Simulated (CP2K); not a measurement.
Consider 2-trifluoromethylthiophene at its PBE geometry (Å).

```xyz
12

F    -2.4515   -1.4266    0.0571
C    -1.9527   -0.1504    0.1782
F    -2.4365    0.3330    1.3662
F    -2.5241    0.6024   -0.8065
C    -0.4629   -0.1205    0.1272
C     0.3420    0.5840   -0.7423
C     1.7232    0.3857   -0.4755
C     1.9367   -0.4601    0.5905
S     0.4672   -1.0190    1.2720
H    -0.0515    1.2133   -1.5366
H     2.5282    0.8444   -1.0447
H     2.8819   -0.7861    1.0144
```

Method: CP2K XAS_TDP, all-electron GAPW, PBEh(45%), aug-cc-pVDZ, TDA, GW2X-corrected core level, no relativity.

Q: Predict the bright core excitations at the F K edge.

Leading lines: F1 689.55 eV. The leading line of an atom is its first one with 35 % of the strongest within 2.5 eV of its lowest line over the strength cut. Core ionisation energies at this level: F1 693.16 eV.

The first six lines of each atom with a strength over 0.0015:

```csv
atom,energy (eV),states,"strength, one atom",above the computed threshold
"F1 (bonded to C), 2 alike",689.55,1,0.0213,
,691.32,1,0.0118,
,691.80,1,0.0068,
,692.07,1,0.0019,
,692.42,1,0.0070,
,692.63,1,0.0018,
```

Lines are vertical, at one geometry, with no vibrational structure. GW2X ionisation energies and lines can be off by 1 to 2 eV either way, and a good line position may hide errors that cancel. Atoms with the same bonds but other surroundings in this conformer are left out. These values hold no scalar relativity, about 0.7 eV for F 1s. Rydberg lines, and the discretised continuum above threshold, depend on the basis and the box.

[Banner, clock and machine lines of the logs are left out without a mark of their own.]

[Logs are printed without paths, hosts, clocks, repeated set-up lines and the standing remarks that a program may print on its own settings, such as how far it seeks lower states.]

[Hosts, paths, dates, database ids (printed as entryN), source tags and the programs' standing remarks are cut or masked in the printed files.]
